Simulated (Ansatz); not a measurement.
# How fast states decay through SrCS3

A new crystal, SrCS3: structure, gap and complex bands. It is built by putting S for O, Sr for Mg in the MgCO3 structure of space group R-3c, with the volume rescaled by atomic radii. The parent structure comes from the Materials Project.

Calculated with Ansatz 0.2.0; PBE DFT, plane waves, PAW files, in the first sound run; inputs show where later runs differ.

Report form: the programs' logs are mostly left out.

The structure was built from a prototype and need not be the compound's stable phase.

## 1. The starting structure

Symmetry: R-3c, No. 167, trigonal system. The conventional cell has a = 5.700 Å, b = 5.700 Å, c = 18.353 Å, α = 90.00°, β = 90.00°, γ = 120.00°. Nearest to Sr lie 6 S at 2.58 Å. C has 3 S at 1.58 Å nearest. Nearest to S lie 1 C at 1.58 Å and 2 Sr at 2.58 Å. It derives from MgCO3. S for O, Sr for Mg in the MgCO3 structure of space group R-3c. Farther neighbours and most contacts between anions are not listed.

## 2. Relaxing the new crystal

The substituted atoms don't fit the parent's cell, so cell and atoms relax together. A small smearing keeps the run stable in case the gap closes on the way.

Input file input.yaml:

```yaml
crystal:
  lattice:
    - [2.8499467883, 1.6454175454, 6.1176144441]
    - [-2.8499467883, 1.6454175454, 6.1176144441]
    - [0.0, -3.2908350908, 6.1176144441]
  atoms:
    - { symbol: Sr, position: [0.0, 0.0, 0.0] }
    - { symbol: Sr, position: [0.5, 0.5, 0.5] }
    - { symbol: C, position: [0.25, 0.25, 0.25] }
    - { symbol: C, position: [0.75, 0.75, 0.75] }
    - { symbol: S, position: [0.25, 0.97198931, 0.52801069] }
    - { symbol: S, position: [0.52801069, 0.25, 0.97198931] }
    - { symbol: S, position: [0.02801069, 0.47198931, 0.75] }
    - { symbol: S, position: [0.75, 0.02801069, 0.47198931] }
    - { symbol: S, position: [0.47198931, 0.75, 0.02801069] }
    - { symbol: S, position: [0.97198931, 0.52801069, 0.25] }
kpoints:
  mp_grid: { grid: [4, 4, 4] }
scf:
  occupations: { method: gaussian, width: 0.03 }
hamiltonian:
  xc: pbe
output:
  forces: true
  stress: true
relax:
  f_tol: 0.02
  max_steps: 60
  cell: {}
```

Launch:

```console
> ansatz run input.yaml --threads 2 --pin off --max-ram 4096MiB --backend cpu --events-out ev --progress --plain --runs-dir out
```

The job ended after 66 s (2 threads of Intel Xeon Platinum 8259CL at 2.50GHz (Skylake/Cascade Lake), shared host; peak memory 0.71 GiB; 2.1 min of CPU time).

The steps of the relaxation:

```csv
step,energy less that of the first step (eV),largest force component (eV/Å),pressure (GPa),volume (Å³)
1,0.0000,3.2148,42.68,172.13
2,-4.5016,2.0650,21.75,197.58
3,-6.8073,0.4047,7.57,225.26
4,-7.3613,0.0570,2.01,245.83
5,-7.4423,0.0817,0.21,256.77
6,-7.4456,0.0237,-0.03,259.24
7,-7.4456,0.0030,-0.01,259.40
8*,-7.6382,0.0070,0.70,259.40
9,-7.6605,0.0042,0.12,265.09
10,-7.6617,0.0007,-0.03,267.10
11,-7.6620,0.0001,0.00,266.66
12*,-7.6648,0.0003,0.00,266.66
```

Relaxation steps marked * repeat the geometry before them on a plane-wave basis chosen anew for their cell, so energy and pressure can jump there.

Forces are held to the 12 operations that the run works with; a distortion that breaks them can't arise in this run.

```csv
cell as run,before,after,change
a (Å),6.947,8.427,+21.3 %
b (Å),6.947,8.427,+21.3 %
c (Å),6.947,8.427,+21.3 %
α (°),48.44,44.43,-8.3 %
β (°),48.44,44.43,-8.3 %
γ (°),48.44,44.43,-8.3 %
volume (Å³/atom),17.21,26.67,+54.9 %
```

The atoms that moved most (Å, as changes of fractional coordinates times the final cell):

```csv
atom,dx,dy,dz,length
S9,0.026,0.044,0.000,0.051
S10,0.051,0.000,0.000,0.051
S5,-0.026,0.044,0.000,0.051
S7,-0.051,0.000,0.000,0.051
S6,-0.026,-0.044,0.000,0.051
S8,0.026,-0.044,0.000,0.051
```

This step gave:

```
free energy  : -13008.8886 eV
Fermi energy : 4.185 eV
pressure     : 0.002016 GPa
```

The largest force component on a free atom ends at 3.0e-4 eV/Å.

## 3. Band edges

The energy window and the wavevectors of the next steps follow from the band edges, so these are searched first, off the mesh as well.

Input file input.yaml:

```yaml
crystal:
  lattice:
    - [3.1864001409, 1.8396689791, 7.5817897189]
    - [-3.1864001409, 1.8396689791, 7.5817897189]
    - [0.0, -3.6793379582, 7.5817897189]
  atoms:
    - { symbol: Sr, position: [0.0, 0.0, 0.0] }
    - { symbol: Sr, position: [0.5, 0.5, 0.5] }
    - { symbol: C, position: [0.25, 0.25, 0.25] }
    - { symbol: C, position: [0.75, 0.75, 0.75] }
    - { symbol: S, position: [0.25, 0.9800156967, 0.5199843033] }
    - { symbol: S, position: [0.5199843033, 0.25, 0.9800156967] }
    - { symbol: S, position: [0.0199843033, 0.4800156967, 0.75] }
    - { symbol: S, position: [0.75, 0.0199843033, 0.4800156967] }
    - { symbol: S, position: [0.4800156967, 0.75, 0.0199843033] }
    - { symbol: S, position: [0.9800156967, 0.5199843033, 0.25] }
kpoints:
  mp_grid: { grid: [6, 6, 6] }
  band_path: { path: [VBM, CBM], npoints: 30 }
scf:
  occupations: { method: fixed }
hamiltonian:
  xc: pbe
output:
  eigenvalues: true
  write_potential: true
  write_density: true
  volumetric_format: npy
```

Elapsed: 50 s, on 2 threads; peak memory 0.73 GiB; 98 s of CPU time.

This step gave:

* free energy: -13008.8890 eV
* Fermi energy: 3.552 eV
* gap on the k-mesh: 1.267 eV
* gap on path: 1.266 eV, by band count; negative where bands overlap
* direct gap on path: 1.768 eV
* edge places on path: 0, 0.6365 1/A along the path

The electronic bands at the labelled points (eV, zero at the Fermi level (highest filled level under fixed occupations); v1 is the highest filled band, c1 the lowest empty one):

```csv
point,v4,v3,v2,v1,c1,c2,c3,c4
VBM,-1.08,-0.99,-0.44,0.00,1.77,2.06,3.00,3.85
halfway,-1.07,-0.81,-0.45,-0.44,1.64,1.88,3.42,4.05
CBM,-1.12,-0.58,-0.58,-0.54,1.27,2.16,3.87,3.96
```

The searched edges give 1.27 eV, as on the mesh.

## 4. Decaying states in the gap

This step: PBE DFT, plane waves, PAW files; complex bands by layer matching along the plane's normal (Ansatz 0.2.0).

The same crystal is laid in a cell whose first two vectors span the (001) plane (indices of the standard conventional cell, whose axes can be ordered otherwise than in the bulk input). At fixed energy and wavevector in the plane the solver finds all kz, real and complex. A few wavevectors are listed, (0, 0) and (-0.5, 0) in units of the plane's reciprocal vectors; the slowest state needn't be among them.

Input file input.yaml:

```yaml
crystal:
  lattice:
    - [6.372800282, 0.0, 0.0]
    - [3.186400141, 5.519006937, 0.0]
    - [3.186400141, 1.839668979, 7.581789719]
  atoms:
    - { symbol: Sr, position: [0.0, 0.0, 0.0] }
    - { symbol: Sr, position: [0.5, 0.5, 0.5] }
    - { symbol: C, position: [0.75, 0.75, 0.75] }
    - { symbol: C, position: [0.25, 0.25, 0.25] }
    - { symbol: S, position: [0.0199843033, 0.4800156967, 0.75] }
    - { symbol: S, position: [0.75, 0.0199843033, 0.75] }
    - { symbol: S, position: [0.5199843033, 0.25, 0.25] }
    - { symbol: S, position: [0.9800156967, 0.5199843033, 0.25] }
    - { symbol: S, position: [0.25, 0.9800156967, 0.25] }
    - { symbol: S, position: [0.4800156967, 0.75, 0.75] }
kpoints:
  mp_grid: { grid: [4, 4, 4] }
scf:
  occupations: { method: fixed }
hamiltonian:
  xc: pbe
output:
  eigenvalues: true
  transmission:
    leads: [[0, 0]]
    kpoints: [[0.0, 0.0], [-0.5, 0.0]]
    e_range: [-1.0, 2.27]
    de: 0.07
```

Run time: 2.3 min. Hardware: 2 threads; peak memory 1.2 GiB.

Numbers from this step:

| Item | Value |
| --- | --- |
| free energy | -13008.8887 eV |
| level to which the leads are filled | 0.6333 eV from the Fermi level |
| decay constant at the filling level, zone centre | 0.4584 Å⁻¹ |
| decay constant at the filling level, slowest listed point | 0.4584 Å⁻¹ |

K parallel (0, 0); values up to 1.5 1/Å, a degenerate pair printed once or twice; energies at which all values exceed this have no row. Im kz of the slowest decaying states against energy, zero at the highest filled level on the SCF mesh:

```csv
energy (eV),decay 1 (Å⁻¹),decay 2 (Å⁻¹),decay 3 (Å⁻¹),decay 4 (Å⁻¹)
-1.00,0.523,0.597,0.862,1.10
-0.86,0.581,0.587,0.846,1.09
-0.65,0.575,0.688,0.800,1.07
-0.51,0.110,0.180,0.567,0.761
-0.37,0.246,0.287,0.559,0.776
-0.16,0.340,0.374,0.546,0.793
-0.02,0.378,0.412,0.536,0.803
0.12,0.408,0.441,0.523,0.810
0.26,0.432,0.465,0.508,0.816
0.47,0.459,0.481,0.493,0.823
0.61,0.458,0.475,0.507,0.826
0.75,0.431,0.488,0.519,0.828
0.96,0.377,0.504,0.534,0.829
1.10,0.323,0.513,0.542,0.829
1.24,0.213,0.521,0.548,0.828
1.38,0.379,0.528,0.553,0.826
1.59,0.455,0.535,0.559,0.822
1.73,0.482,0.539,0.562,0.818
1.87,0.501,0.541,0.564,0.813
2.08,0.520,0.542,0.565,0.805
2.22,0.0691,0.529,0.540,0.566
```

K parallel (-0.5, 0); values up to 1.5 1/Å, a degenerate pair printed once or twice; energies at which all values exceed this have no row. Table of Im kz of the slowest decaying states by energy, zero at the highest filled level on the SCF mesh:

```csv
energy (eV),decay 1 (Å⁻¹),decay 2 (Å⁻¹),decay 3 (Å⁻¹),decay 4 (Å⁻¹)
-1.00,0.214,0.334,0.474,0.477
-0.86,0.263,0.384,0.447,0.510
-0.72,0.319,0.402,0.416,0.539
-0.58,0.254,0.390,0.436,0.564
-0.51,0.190,0.402,0.444,0.574
-0.37,0.424,0.456,0.594,0.929
-0.23,0.444,0.467,0.610,0.924
-0.09,0.460,0.477,0.625,0.918
-0.02,0.467,0.482,0.631,0.914
0.05,0.170,0.473,0.486,0.637
0.19,0.310,0.484,0.493,0.648
0.26,0.352,0.489,0.496,0.653
0.40,0.413,0.496,0.500,0.663
0.54,0.457,0.502,0.502,0.671
0.68,0.489,0.500,0.507,0.679
0.82,0.497,0.510,0.514,0.687
0.96,0.490,0.512,0.532,0.695
1.03,0.486,0.512,0.538,0.699
1.17,0.474,0.476,0.549,0.549
1.31,0.434,0.459,0.555,0.597
1.45,0.389,0.440,0.557,0.635
1.59,0.322,0.414,0.557,0.622
1.73,0.173,0.381,0.553,0.610
1.80,0.362,0.551,0.604,0.727
1.94,0.367,0.545,0.593,0.722
2.08,0.0995,0.396,0.538,0.582
2.22,0.229,0.415,0.531,0.571
```

At the listed wavevectors the last open channel is at -0.02 eV and the next at +1.31 eV on the grid. At +0.61 eV, the grid energy nearest the filling level (the middle of the gap on the SCF mesh), the slowest state at the listed wavevectors decays with κ = 0.458 Å⁻¹, its amplitude falling by e over 2.2 Å. Through 1 nm of this crystal that state's transmission falls by exp(−2 × 0.458 Å⁻¹ × 10 Å) = 1.0e-4.

## 5. Decay over the two-dimensional zone

The listed points could miss the slowest state, so one energy near mid-gap is solved on a mesh of 8×8.

Edit input.yaml of step 4 so:

```diff
@@ -24,6 +24,2 @@
   eigenvalues: true
-  transmission:
-    leads: [[0, 0]]
-    kpoints: [[0.0, 0.0], [-0.5, 0.0]]
-    e_range: [-1.0, 2.27]
-    de: 0.07
+  transmission: { leads: [[0, 0]], kmesh: [8, 8], e_range: [0.63, 0.64], de: 0.05 }
```

Run time: 46 s. Hardware: 2 threads; peak memory 1.2 GiB; 91 s of CPU time.

This step gave:

```yaml
least_decay_constant_on_the_mesh: 0.4548 Å⁻¹
```

Slowest decay constant (1/Å; 0 where a channel is open) over k1 and k2. At 0.6300 eV from the Fermi level.

Ten even steps from '0' (0.455) to '9' (0.513):
```
73375555
73757975
77594495
45740475
75944957
75797573
75555733
47774777
```
Columns: k1 (b1) from -0.5 to 0.375; rows upwards: k2 (b2) from -0.5 to 0.375.

The least value on the mesh is 0.455 Å⁻¹ at +0.63 eV. At that energy the listed points give about 0.455 Å⁻¹ by interpolation, so the mesh holds no clearly slower state.

## 6. Band edges at another level, cutoff 1115.67 eV

This step: PBE DFT, plane waves, norm-conserving files (Ansatz 0.2.0).

The edges again with norm-conserving files, at the same atoms. Against that run the cutoff is 1116 eV against 420.

Input file input.yaml:

```yaml
crystal:
  lattice:
    - [3.1864001409, 1.8396689791, 7.5817897189]
    - [-3.1864001409, 1.8396689791, 7.5817897189]
    - [0.0, -3.6793379582, 7.5817897189]
  atoms:
    - { symbol: Sr, position: [0.0, 0.0, 0.0] }
    - { symbol: Sr, position: [0.5, 0.5, 0.5] }
    - { symbol: C, position: [0.25, 0.25, 0.25] }
    - { symbol: C, position: [0.75, 0.75, 0.75] }
    - { symbol: S, position: [0.25, 0.9800156967, 0.5199843033] }
    - { symbol: S, position: [0.5199843033, 0.25, 0.9800156967] }
    - { symbol: S, position: [0.0199843033, 0.4800156967, 0.75] }
    - { symbol: S, position: [0.75, 0.0199843033, 0.4800156967] }
    - { symbol: S, position: [0.4800156967, 0.75, 0.0199843033] }
    - { symbol: S, position: [0.9800156967, 0.5199843033, 0.25] }
kpoints:
  mp_grid: { grid: [6, 6, 6] }
  band_path: { path: [VBM, CBM], npoints: 30 }
scf:
  occupations: { method: fixed }
hamiltonian:
  xc: pbe
  pseudopotentials: { kind: nc }
output:
  eigenvalues: true
```

It took 3.5 min on 2 threads; peak memory 1.8 GiB; 7 min of CPU time.

Numbers from this step:

```yaml
free_energy: -3993.8850 eV
fermi_energy: 3.593 eV
gap_on_the_k_mesh: 1.266 eV
direct_gap_on_path: 1.767 eV
edge_places_on_path: 0, 0.6327 1/A along the path
```

Electronic bands along the path, in eV, zero at the Fermi level (highest filled level under fixed occupations); v1 is the highest filled band, c1 the lowest empty one:

```csv
point,v4,v3,v2,v1,c1,c2,c3,c4
VBM,-1.09,-0.99,-0.44,0.00,1.77,2.06,3.00,3.85
halfway,-1.08,-0.81,-0.45,-0.44,1.64,1.87,3.42,4.06
CBM,-1.12,-0.59,-0.59,-0.54,1.27,2.16,3.86,3.96
```

The searched edges give 1.27 eV, as on the mesh.

## 7. Complex bands at another level

This step: PBE DFT, plane waves, norm-conserving files; complex bands by layer matching along the plane's normal (Ansatz 0.2.0).

The complex bands at that level, over its own gap, at (0, 0) and (-0.5, 0).

Input file input.yaml:

```yaml
crystal:
  lattice:
    - [6.372800282, 0.0, 0.0]
    - [3.186400141, 5.519006937, 0.0]
    - [3.186400141, 1.839668979, 7.581789719]
  atoms:
    - { symbol: Sr, position: [0.0, 0.0, 0.0] }
    - { symbol: Sr, position: [0.5, 0.5, 0.5] }
    - { symbol: C, position: [0.75, 0.75, 0.75] }
    - { symbol: C, position: [0.25, 0.25, 0.25] }
    - { symbol: S, position: [0.0199843033, 0.4800156967, 0.75] }
    - { symbol: S, position: [0.75, 0.0199843033, 0.75] }
    - { symbol: S, position: [0.5199843033, 0.25, 0.25] }
    - { symbol: S, position: [0.9800156967, 0.5199843033, 0.25] }
    - { symbol: S, position: [0.25, 0.9800156967, 0.25] }
    - { symbol: S, position: [0.4800156967, 0.75, 0.75] }
kpoints:
  mp_grid: { grid: [4, 4, 4] }
scf:
  occupations: { method: fixed }
hamiltonian:
  xc: pbe
  pseudopotentials: { kind: nc }
output:
  eigenvalues: true
  transmission:
    leads: [[0, 0]]
    kpoints: [[0.0, 0.0], [-0.5, 0.0]]
    e_range: [-1.0, 2.27]
    de: 0.07
```

Wall time 0.37 s (2 threads); peak memory 0.26 GiB.

The input was rejected at the start.

The program's message: “Error: memory limit exceeded: the `transmission` phase of `transmission` needs 7.18 GiB against the run's memory maximum of 4.00 GiB; largest carriers: transmission 6.80 GiB, unmodelled-tail allowance …”

## 8. A check of the settings

This step: PBE DFT, plane waves, PAW files; complex bands by layer matching along the plane's normal; changed: output.transmission.e_range = [1, -1], scf.max_iter = 100 (Ansatz 0.2.0).

This run repeats an earlier one, its twin (the complex run, plane (001)), with two settings changed (output.transmission.e_range, scf.max_iter; files written aside). The setting was drawn as a possible misstep, on purpose. Where the input is shown as a difference, that is against the step before, not the twin.

Edit input.yaml of step 7 so:

```diff
@@ -20,5 +20,5 @@
   occupations: { method: fixed }
+  max_iter: 100
 hamiltonian:
   xc: pbe
-  pseudopotentials: { kind: nc }
 output:
@@ -28,3 +28,3 @@
     kpoints: [[0.0, 0.0], [-0.5, 0.0]]
-    e_range: [-1.0, 2.27]
+    e_range: [1, -1]
     de: 0.07
```

Elapsed: 0.1 s, on 2 threads; peak memory 0.1 GiB.

The input was rejected at the start.

The program's message: “Error: invalid value for `output.transmission.e_range`: [1, -1] eV must be finite with min < max”

The change that led to it: output.transmission.e_range = [1, -1].

## 9. Summary of results

```json
{
 "band gap": "1.27 eV",
 "least decay constant at mid-gap, normal to (001)": "0.458 Å⁻¹",
 "least decay constant on a mesh, normal to (001)": "0.455 Å⁻¹"
}
```

With PBE, the slowest decay at the wavevectors tried is κ = 0.458 Å⁻¹, normal to (001). Through such a film the transmission near mid-gap falls as exp(−2κd), a factor of ten every 2.5 Å. A free electron under a barrier of half the gap would need a mass of 1.3 mₑ to decay at this rate. The compound is made up by substitution; its stability against other phases and against distortions of the cell's symmetry was not tested. A semilocal functional narrows gaps, so real decay constants are likely larger.

[Logs are printed without paths, hosts, clocks, repeated set-up lines and the standing remarks that a program may print on its own settings, such as how far it seeks lower states.]

[Hosts, paths, dates, database ids (printed as entryN), source tags and the programs' standing remarks are cut or masked in the printed files.]
